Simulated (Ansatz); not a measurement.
## Phonon-limited resistivity of SrSiAg in the AlB2 type: coupling and resistivity: q 3×3×2, k 6×6×6, scattering 8×8×8

Ansatz 0.2.0; DFT PBE, scalar-relativistic, plane waves, PAW; PAW set soft_1.

The next rung changes the q mesh, which sets the reach of the force constants and couplings; the k mesh of the density and its response; the phonon self-energy between the q points, now taken in.

The structure was built from a prototype and need not be the compound's stable phase.

input.yaml

```yaml
crystal:
  lattice:
    - [4.4378312586, 2.7366e-06, 0.0]
    - [-2.2189179992, 3.8432732394, 0.0]
    - [0.0, 0.0, 4.4447294157]
  atoms:
    - { symbol: Sr, position: [0.0, 0.0, 0.0] }
    - { symbol: Si, position: [0.3333333333, 0.6666666667, 0.5] }
    - { symbol: Ag, position: [0.6666666667, 0.3333333333, 0.5] }
kpoints:
  mp_grid: { grid: [6, 6, 6] }
hamiltonian:
  xc: pbe
  pseudopotentials: { kind: paw, azcp: { folder: soft_1 } }
scf:
  occupations: { method: methfessel_paxton, width: 0.2 }
output:
  eigenvalues: true
phonons:
  method: dfpt
  qmesh: [3, 3, 2]
  temperatures: { t_max: 1000, t_step: 50 }
  qpath:
    path:
      - [[0.0, 0.0, 0.0], [0.5, 0.0, 0.0], [0.33333333, 0.33333333, 0.0], [0.0, 0.0, 0.0], [0.0, 0.0, 0.5], [0.5, 0.0, 0.5], [0.33333333, 0.33333333, 0.5], [0.0, 0.0, 0.5]]
      - [[0.5, 0.0, 0.5], [0.5, 0.0, 0.0]]
      - [[0.33333333, 0.33333333, 0.5], [0.33333333, 0.33333333, 0.0]]
    npoints: 10
  electrical_resistivity:
    mesh: [8, 8, 8]
    temperatures: [20.0, 50.0, 77.0, 100.0, 150.0, 200.0, 300.0, 400.0, 600.0, 800.0]
  superconductivity: { mesh: [8, 8, 8] }
```

Started as:

```bash
$ ansatz run input.yaml --threads 4 --pin off --max-ram 12288MiB --backend cpu --events-out ev --progress --plain --runs-dir out
```

Before running it: what should come out for the Debye temperature, resistivity at 300 K and resistivity against temperature?

Above the Debye range the phonon population grows as T, and so does the scattering: the resistivity is close to linear in T. With one main axis (hexagonal system), two principal values must be equal and the third, along that axis, is free.

This step gave:

```
zero point energy                                 : 0.07472 eV/cell
highest frequency, solved or plainly interpolated : 285.5 cm⁻¹
Debye temperature (second moment)                 : 282 K
resistivity at 300 K                              : 43.11 μΩ cm, mean of the axes
coupling constant λ                               : 0.5665
log mean phonon energy ħω_log                     : 11.24 meV
transport coupling constant λ_tr                  : 0.4983, 0.4983, 1.018 (xx, yy, zz)
Drude plasma energy                               : 4.621, 4.621, 3.852 eV (xx, yy, zz)
resistivity times mean free path                  : 16.6, 16.6, 16.01 × 10⁻¹⁶ Ω m² (xx, yy, zz)
second-moment phonon energy ħω₂                   : 15.36 meV
```

[Logs are printed without paths, hosts, clocks, repeated set-up lines and the standing remarks that a program may print on its own settings, such as how far it seeks lower states.]

[Hosts, paths, dates, database ids (printed as entryN), source tags and the programs' standing remarks are cut or masked in the printed files.]
